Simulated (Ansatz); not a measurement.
## Lattice dynamics of InH3 (model cell, started as ReO3 type)

How does InH3 (model cell, started as ReO3 type) vibrate, and is this structure a minimum?

Method: DFT PBEsol, scalar-relativistic, plane waves, PAW, in Ansatz 0.2.0.

This is a report of a sequence of runs, with most program output left out.

The structure was built from a prototype and need not be the compound's stable phase.

## (1) The starting structure

It takes space group Pm-3m (No. 221, cubic). The conventional cell has a = 4.268 Å, b = 4.268 Å, c = 4.268 Å, α = 90.00°, β = 90.00°, γ = 90.00°. Nearest to In lie 6 H at 2.13 Å. Nearest to H lie 2 In at 2.13 Å. Farther neighbours are not listed.

## (2) Bringing the structure to rest

The cell and atoms are relaxed, since residual forces and stress would shift the frequencies.

input.yaml reads:

```yaml
crystal:
  lattice:
    - [4.268, 0.0, 0.0]
    - [0.0, 4.268, 0.0]
    - [0.0, 0.0, 4.268]
  atoms:
    - { symbol: In, position: [0.0, 0.0, 0.0] }
    - { symbol: H, position: [0.5, 0.0, 0.0] }
    - { symbol: H, position: [0.0, 0.5, 0.0] }
    - { symbol: H, position: [0.0, 0.0, 0.5] }
kpoints:
  mp_grid: { grid: [10, 10, 10] }
hamiltonian:
  xc: pbesol
scf:
  occupations: { method: gaussian, width: 0.1 }
output:
  forces: true
  stress: true
  eigenvalues: true
  write_density: true
  write_potential: true
  elf: true
  volumetric_format: npy
relax:
  adjacent_minimum: "off"
  f_tol: 0.005
  max_steps: 80
  cell: { stress_tol: 0.05 }
```

Started as:

```bash
ansatz run input.yaml --threads 4 --pin off --max-ram 7168MiB --backend cpu --events-out ev --progress --plain --runs-dir out
```

Run time: 7.5 s. Hardware: 4 threads of Arm Neoverse V1, shared host; peak memory 0.4 GiB.

The steps of the relaxation:

```csv
step,energy less that of the first step (eV),largest force component (eV/Å),pressure (GPa),volume (Å³)
1,0.0000,0.0000,-7.98,77.75
2,-0.4840,0.0000,-5.81,66.92
3,-0.7157,0.0000,-0.92,57.15
4,-0.7198,0.0000,0.29,55.62
5,-0.7199,0.0000,0.01,55.96
6*,-0.7134,0.0000,-0.08,55.96
7,-0.7135,0.0000,0.00,55.86
8*,-0.7135,0.0000,0.00,55.86
```

Relaxation steps marked * repeat the geometry before them on a plane-wave basis chosen anew for their cell, so energy and pressure can jump there.

The run keeps the 48 symmetry operations that it works with, so distortions that break them were not tested.

```csv
"conventional cell, symmetrised",before,after,change
a (Å),4.268,3.823,-10.4 %
b (Å),4.268,3.823,-10.4 %
c (Å),4.268,3.823,-10.4 %
volume (Å³/atom),19.44,13.97,-28.1 %
```

Numbers from this step:

* pressure: -7.41e-4 GPa
* volume per atom: 13.97 Å³
* gap on the k-mesh: 0 eV

ELF in the ac plane at fractional y = 0.000, with atoms of In and H within 0.2 Å of it. It is the smooth field of the valence electrons, not physical close to the nuclei.

Ten even steps from '_' (0.00 × 1e-1) to '@' (9.97 × 1e-1), each cell a mean:
```
____..::--%%@@@@@@**::::..__
__..::::--##@@@@@@++::::....
::::::::::++##%%##==::::::::
::::::::..::====--::::::::::
****++--..__....__..::==++**
@@@@%%**::__________--##@@@@
@@@@@@%%--________..==%%@@@@
@@@@@@##::________..==##@@@@
%%%%**==..__________::++##%%
------::....::--::....::----
::::::::::==##%%**--::::::::
....::::--**@@@@%%++::::::..
____..::--%%@@@@@@**::::..__
____..::--%%@@@@@@**::::____
```
Columns run along a (3.8 Å), rows up along c (3.8 Å). Atoms in or near the plane, at fractional coordinates: In at (0.00, 0.00), H at (0.50, 0.00), H at (0.00, 0.50).

Electrostatic potential energy in the ac plane at fractional y = 0.000, with atoms of In and H within 0.2 Å of it. With pseudopotentials it is smooth inside the atoms' cores, unlike the true potential.

Ten even steps from '0' (-41 eV) to '9' (7 eV), each cell a mean:
```
00147842587300
00368888888520
34689999998753
67899999999887
88999999999988
36999999999985
04899999999982
26999999999984
78999999999988
77899999999987
45689999999864
11468998998631
00157864687400
00147720386300
```
Columns run along a (3.8 Å; values clipped at the 3rd and 97th percentile), rows up along c (3.8 Å). Atoms in or near the plane, at fractional coordinates: In at (0.00, 0.00), H at (0.50, 0.00), H at (0.00, 0.50).

Valence density in the ac plane at fractional y = 0.000, with atoms of In and H within 0.2 Å of it. It is the smooth field of the valence electrons, not physical close to the nuclei.

Ten steps, logarithmic in the rise over the least value, from '0' (0 e/Å³) to '9' (12 e/Å³), each cell a mean:
```
98643344433579
87532233222467
55321111111245
33211000011123
33210000001123
43210000000124
54210000000134
44210000000134
33210000000123
33211000001123
44321111111234
76532222222356
98643344333578
99743345433589
```
Columns run along a (3.8 Å), rows up along c (3.8 Å). Atoms in or near the plane, at fractional coordinates: In at (0.00, 0.00), H at (0.50, 0.00), H at (0.00, 0.50).

In this step the volume went from 19.44 to 13.97 Å³/atom.

## (3) Relaxation

The relaxation is repeated from its end on the same settings, as a check that it has come to rest.

input.yaml, the sections that differ from step 2:

```yaml
crystal:
  lattice:
    - [3.8226931498, 0.0, 0.0]
    - [0.0, 3.8226931498, 0.0]
    - [0.0, 0.0, 3.8226931498]
  atoms:
    - { symbol: In, position: [0.0, 0.0, 0.0] }
    - { symbol: H, position: [0.5, 0.0, 0.0] }
    - { symbol: H, position: [0.0, 0.5, 0.0] }
    - { symbol: H, position: [0.0, 0.0, 0.5] }
output:
  forces: true
  stress: true
  eigenvalues: true
# kpoints, hamiltonian, scf, relax: as in step 2
```

It took 2.1 s on 4 threads; peak memory 0.36 GiB.

Little changed from the start: no atom moved by 0.005 Å and no cell edge by 0.1 %.

Numbers from this step:

```
pressure : -7.44e-4 GPa
```

In this step the volume went from 13.97 to 13.97 Å³/atom.

## (4) Relaxing to small forces for the phonons

Phonons need a cell at rest on their own settings, so the relaxation is repeated with tight tolerances on forces and stress on the k mesh and occupations of the first response run.

input.yaml, the sections that differ from step 3:

```yaml
scf:
  occupations: { method: methfessel_paxton, width: 0.15 }
relax:
  adjacent_minimum: "off"
  f_tol: 0.001
  max_steps: 60
  cell: { stress_tol: 0.01 }
# crystal, kpoints, hamiltonian, output: as in step 3
```

Wall time 1.7 s (4 threads); peak memory 0.36 GiB.

Little changed from the start: no atom moved by 0.005 Å and no cell edge by 0.1 %.

Numbers from this step:

```
pressure : -0.005410 GPa
```

The forces vanish by symmetry and the pressure is -0.005 GPa, within the tolerances set. The cell now holds 13.97 Å³/atom.

## (5) Linear response at the zone centre

The zone centre comes first: it holds the modes that light can see, as far as symmetry allows. No field response is asked, since the mesh shows no gap.

input.yaml, as its differences from that of step 4:

```diff
@@ -17,9 +17,4 @@
 output:
-  forces: true
-  stress: true
   eigenvalues: true
-relax:
-  adjacent_minimum: "off"
-  f_tol: 0.001
-  max_steps: 60
-  cell: { stress_tol: 0.01 }
+phonons:
+  method: dfpt
```

Run time: 13 s. Hardware: 4 threads; peak memory 0.72 GiB; 47 s of CPU time.

Numbers from this step:

| Item | Value |
| --- | --- |
| sum-rule residual before enforcement | 1.45e-5 eV/Å² |
| point group | m-3m |
| highest optical mode at the zone centre (no LO-TO term) | 1514 cm⁻¹ |
| lowest optical zone-centre mode | 336.8 cm⁻¹ |

Patterns of degenerate modes are one choice out of their space. Modes at Γ, with each element's share of the kinetic energy:

```csv
mode,frequency (cm⁻¹),symmetry,In %,H %
1,0.0,acoustic,97,3
2,0.0,acoustic,97,3
3,0.0,acoustic,97,3
4,336.8,T1u,2,98
5,336.8,T1u,2,98
6,336.8,T1u,2,98
7,433.6,T2u,0,100
8,433.6,T2u,0,100
9,433.6,T2u,0,100
10,1513.8,T1u,0,100
11,1513.8,T1u,0,100
12,1513.8,T1u,0,100
```

Displacements in mode 6 (336.8 cm⁻¹), the largest set to 1:
```
In1 -0.02  0.00  0.00
H2   0.34  0.00  0.00
H3   1.00  0.00  0.00
H4   1.00  0.00  0.00
```

Displacements in mode 10 (1513.8 cm⁻¹), the largest set to 1:
```
In1 -0.01  0.00  0.00
H2   1.00  0.00  0.00
H3  -0.18  0.00  0.00
H4  -0.18  0.00  0.00
```

Before it was imposed, the acoustic sum rule was missed by 1.5e-5 eV/Å². Small misses are needed for a sound result but don't prove that mesh and cutoff are converged. The lowest optical mode is real, 337 cm⁻¹.

## (6) Phonons on a q mesh

Stability and thermal properties need the whole zone. Linear response on a 2×2×2 q mesh gives force constants as far as a supercell of that size would.

input.yaml, as its differences from that of step 5:

```diff
@@ -20 +20,8 @@
   method: dfpt
+  qmesh: [2, 2, 2]
+  temperatures: { t_max: 1000, t_step: 50 }
+  qpath:
+    path:
+      - [[0.0, 0.0, 0.0], [0.0, 0.5, 0.0], [0.5, 0.5, 0.0], [0.0, 0.0, 0.0], [0.5, 0.5, 0.5], [0.0, 0.5, 0.0]]
+      - [[0.5, 0.5, 0.5], [0.5, 0.5, 0.0]]
+    npoints: 10
```

The job ended after 55 s (4 threads; peak memory 0.66 GiB).

Numbers from this step:

- sum-rule residual before enforcement: 1.35e-5 eV/Å²
- lowest frequency on the path: -57.95 cm⁻¹
- highest frequency on the path or at a solved wavevector: 1676 cm⁻¹
- lowest mode on the q mesh (acoustic modes at Γ apart): -57.95 cm⁻¹

Frequencies (cm⁻¹) solved at each irreducible wavevector; negative means imaginary. Frequencies by wavevector, by row:

```csv
q in reciprocal lattice units,star,mode 1,mode 2,mode 3,mode 4,mode 10,mode 11,mode 12
0 0 0,1,0,0,0,336.8,1514,1514,1514
0 0 -0.5,3,41,41,161,389.9,1403,1502,1502
0 -0.5 -0.5,3,-58,49.5,162.7,162.7,703.9,1490,1581
-0.5 -0.5 -0.5,1,32.1,32.1,32.1,172.7,836.6,836.6,1664
```

Interpolated from a 2×2×2 q mesh, rough between the solved points. Phonon branches along the path, in cm⁻¹:

```csv
point,branch 1,branch 2,branch 3,branch 4,branch 9,branch 10,branch 11,branch 12
Γ,0,0,0,337,434,1514,1514,1514
halfway,33,33,112,375,487,1462,1508,1508
X,41,41,161,390,612,1403,1502,1502
halfway,46,106,159,284,672,1039,1496,1588
M,-58,50,163,163,659,704,1490,1581
halfway,42,90,121,330,606,1230,1503,1584
Γ,0,0,0,337,434,1514,1514,1514
halfway,97,97,126,328,608,1227,1227,1664
R,32,32,32,173,671,837,837,1664
halfway,107,118,159,263,669,988,1224,1669
X,41,41,161,390,612,1403,1502,1502
jump to R,32,32,32,173,671,837,837,1664
halfway,-34,121,163,163,688,753,1148,1667
M,-58,50,163,163,659,704,1490,1581
```

Tetrahedra on a 16×16×16 mesh, mean over bins of 20 cm-1. Interpolated from a 2×2×2 q mesh, rough between the solved points. Table of phonon density of states by wavenumber; read off at these points:

wavenumber (cm⁻¹), phonon density of states (1/cm⁻¹/cell) and a bar:
```
      -50     0.0000 
       10     0.0006 #
       50     0.0256 #######################
       70     0.0201 ##################
      130     0.0230 #####################
      150     0.0333 ##############################
      190     0.0038 ###
      250     0.0043 ####
      310     0.0066 ######
      370     0.0188 #################
      390     0.0209 ###################
      430     0.0180 ################
      490     0.0143 #############
      550     0.0125 ###########
      610     0.0120 ###########
      670     0.0154 ##############
      730     0.0005 
      790     0.0009 #
      850     0.0017 ##
      910     0.0016 #
      970     0.0017 ##
     1030     0.0018 ##
     1090     0.0020 ##
     1150     0.0021 ##
     1210     0.0024 ##
     1270     0.0026 ##
     1330     0.0030 ###
     1390     0.0035 ###
     1450     0.0047 ####
     1510     0.0037 ###
     1570     0.0039 ####
     1630     0.0065 ######
     1670     0.0115 ##########
     1690     0.0000
```

The partial phonon density of states has structure finer than the step of the table below, so its rows give means over 50 cm⁻¹, whole bins alone (the curve runs from -26.5 to 1737 cm⁻¹). Peaks (cm⁻¹: height): H 395.0: 0.0186, 661.3: 0.0142, 1016.2: 0.00304, 1260.3: 0.00414, 1459.9: 0.00707, 1659.6: 0.00916; In 151.0: 0.0251.

Phonopy on the run's constants, 15x15x15 mesh, Gaussian sigma 12.6 cm-1. Interpolated from a 2×2×2 q mesh, rough between the solved points. Partial phonon density of states against wavenumber; means over each step; values in 1/cm⁻¹/cell:

```csv
wavenumber (cm⁻¹),H,In
0,3.2e-4,0.00131
50,8.7e-4,0.0163
100,0.00212,0.0185
150,0.00217,0.0203
200,0.00293,0.00217
250,0.00379,2.6e-4
300,0.00601,2.1e-4
350,0.0131,2.7e-4
400,0.0180,2.1e-4
450,0.0145,1.1e-4
500,0.0136,5.7e-5
550,0.0122,4.2e-5
600,0.0118,3.1e-5
650,0.0133,2.2e-5
700,0.00567,2.8e-6
750,6.8e-4,0
800,0.00103,0
850,0.00144,3.0e-7
900,0.00195,7.2e-6
950,0.00140,3.6e-6
1000,0.00206,7.3e-6
1050,0.00176,6.0e-6
1100,0.00184,5.1e-6
1150,0.00233,1.0e-5
1200,0.00194,7.1e-6
1250,0.00306,8.5e-6
1300,0.00222,7.8e-6
1350,0.00345,1.0e-5
1400,0.00331,1.0e-5
1450,0.00545,1.6e-5
1500,0.00598,1.9e-5
1550,0.00332,1.0e-5
1600,0.00675,1.0e-5
1650,0.00772,9.6e-6
1700,0.00184,6.8e-7
```

Symmetry leaves 4 wavevectors to solve. The lowest mode among them, the acoustic zeros apart, lies at q = (0, -0.5, -0.5) and is imaginary, 58.0i cm⁻¹, so the energy falls along it.

## (7) Isotope substitution, element H, natural mass 1.008 amu

An isotope changes the mass and not the force constants, so no new electronic calculation is needed; the shifts show which modes move this element.

The same force constants with the mass of H changed from 1.008 to 2.014 u (phonopy, no LO-TO term). Both lists are sorted by frequency; levels can cross, so a row need not hold one and the same mode. Modes under 3 cm⁻¹ are left out. Isotope shifts, by row, the first 40 of 45 rows:

```csv
q,rank,natural mass (cm⁻¹),changed mass (cm⁻¹)
0 0 0,4,336.8,240.9
0 0 0,5,336.8,240.9
0 0 0,6,336.8,240.9
0 0 0,7,433.6,306.7
0 0 0,8,433.6,306.7
0 0 0,9,433.6,306.7
0 0 0,10,1514,1073
0 0 0,11,1514,1073
0 0 0,12,1514,1073
0 0 -0.5,1,40.97,40.79
0 0 -0.5,2,40.97,40.79
0 0 -0.5,3,161,160.1
0 0 -0.5,4,389.9,276.6
0 0 -0.5,5,389.9,276.6
0 0 -0.5,6,460.3,325.6
0 0 -0.5,7,521.7,369.1
0 0 -0.5,8,521.7,369.1
0 0 -0.5,9,612,435.4
0 0 -0.5,10,1403,992.8
0 0 -0.5,11,1502,1065
0 0 -0.5,12,1502,1065
0 -0.5 -0.5,1,-57.95,-41
0 -0.5 -0.5,2,49.46,49.38
0 -0.5 -0.5,3,162.7,161.8
0 -0.5 -0.5,4,162.7,161.8
0 -0.5 -0.5,5,522.6,369.7
0 -0.5 -0.5,6,522.6,369.7
0 -0.5 -0.5,7,531.5,378.1
0 -0.5 -0.5,8,531.5,378.1
0 -0.5 -0.5,9,659,466.2
0 -0.5 -0.5,10,703.9,498
0 -0.5 -0.5,11,1490,1056
0 -0.5 -0.5,12,1581,1118
-0.5 -0.5 -0.5,1,32.08,22.7
-0.5 -0.5 -0.5,2,32.08,22.7
-0.5 -0.5 -0.5,3,32.08,22.7
-0.5 -0.5 -0.5,4,172.7,172.7
-0.5 -0.5 -0.5,5,172.7,172.7
-0.5 -0.5 -0.5,6,172.7,172.7
-0.5 -0.5 -0.5,7,671.2,474.8
```

A mode of this element alone would shift by -29.26 %. The highest zone-centre frequency without the field goes from 1513.8 to 1072.8 cm⁻¹ (-29.1 %). The product of the frequency ratios over all optical modes at Γ is 0.046; the product rule, (m/m′)^(3k/2) (M′/M)^(3/2) with k = 3 such atoms and M the mass of the cell, gives 0.046.

## (8) Isotope substitution, element In, natural mass 114.818 amu

The same for In, from 114.82 to 112.90 u.

The same force constants with the mass of In changed from 114.818 to 112.904 u (phonopy, no LO-TO term). Both lists are sorted by frequency; levels can cross, so a row need not hold one and the same mode. Modes under 3 cm⁻¹ are left out. Isotope shifts, by row, the first 40 of 45 rows:

```csv
q,rank,natural mass (cm⁻¹),changed mass (cm⁻¹)
0 0 0,4,336.8,336.9
0 0 0,5,336.8,336.9
0 0 0,6,336.8,336.9
0 0 0,7,433.6,433.6
0 0 0,8,433.6,433.6
0 0 0,9,433.6,433.6
0 0 0,10,1514,1514
0 0 0,11,1514,1514
0 0 0,12,1514,1514
0 0 -0.5,1,40.97,41.31
0 0 -0.5,2,40.97,41.31
0 0 -0.5,3,161,162.3
0 0 -0.5,4,389.9,389.9
0 0 -0.5,5,389.9,389.9
0 0 -0.5,6,460.3,460.3
0 0 -0.5,7,521.7,521.7
0 0 -0.5,8,521.7,521.7
0 0 -0.5,9,612,612.1
0 0 -0.5,10,1403,1403
0 0 -0.5,11,1502,1502
0 0 -0.5,12,1502,1502
0 -0.5 -0.5,1,-57.95,-57.95
0 -0.5 -0.5,2,49.46,49.88
0 -0.5 -0.5,3,162.7,164.1
0 -0.5 -0.5,4,162.7,164.1
0 -0.5 -0.5,5,522.6,522.6
0 -0.5 -0.5,6,522.6,522.6
0 -0.5 -0.5,7,531.5,531.5
0 -0.5 -0.5,8,531.5,531.5
0 -0.5 -0.5,9,659,659
0 -0.5 -0.5,10,703.9,703.9
0 -0.5 -0.5,11,1490,1490
0 -0.5 -0.5,12,1581,1581
-0.5 -0.5 -0.5,1,32.08,32.08
-0.5 -0.5 -0.5,2,32.08,32.08
-0.5 -0.5 -0.5,3,32.08,32.08
-0.5 -0.5 -0.5,4,172.7,174.1
-0.5 -0.5 -0.5,5,172.7,174.1
-0.5 -0.5 -0.5,6,172.7,174.1
-0.5 -0.5 -0.5,7,671.2,671.2
```

A mode of this element alone would shift by +0.84 %. The highest zone-centre frequency without the field goes from 1513.8 to 1513.9 cm⁻¹ (+0.0 %). The product of the frequency ratios over all optical modes at Γ is 1.001; the product rule, (m/m′)^(3k/2) (M′/M)^(3/2) with k = 1 such atoms and M the mass of the cell, gives 1.001.

## (9) Summary of results

```
space group after relaxation (within 0.01 Å)            : Pm-3m
volume per atom                                         : 14.0 Å³
electronic character                                    : no gap on this mesh
highest optical mode at the zone centre (no LO-TO term) : 1514 cm⁻¹
lowest optical zone-centre mode                         : 337 cm⁻¹
lowest mode on the q mesh (acoustic modes at Γ apart)   : -58.0 cm⁻¹
highest frequency on the path or at a solved wavevector : 1676 cm⁻¹
imaginary modes on the 2×2×2 q mesh                     : yes
```

In words: Modes are clearly imaginary (beyond 10i cm⁻¹) at 1 of the 4 irreducible wavevectors, most at q = (0, -0.5, -0.5) (58.0i cm⁻¹), so this structure is not a minimum of the energy. The optical modes at Γ span 337 to 1514 cm⁻¹. The highest mode in this list at Γ, 1513.8 cm⁻¹, is mostly motion of H (100 % of the kinetic energy). The q mesh stands for a supercell only 7.6 Å across, so branches between the solved wavevectors are rough. With no gap, or one that is small against the smearing, the frequencies hang on the k mesh and the smearing, most of all near Kohn anomalies. The starting cell was built on a prototype and not taken from a measurement, so the phase need not exist. These are harmonic frequencies at zero temperature: anharmonic shifts, linewidths and thermal expansion are left out.

[Logs are printed without paths, hosts, clocks, repeated set-up lines and the standing remarks that a program may print on its own settings, such as how far it seeks lower states.]

[Hosts, paths, dates, database ids (printed as entryN), source tags and the programs' standing remarks are cut or masked in the printed files.]
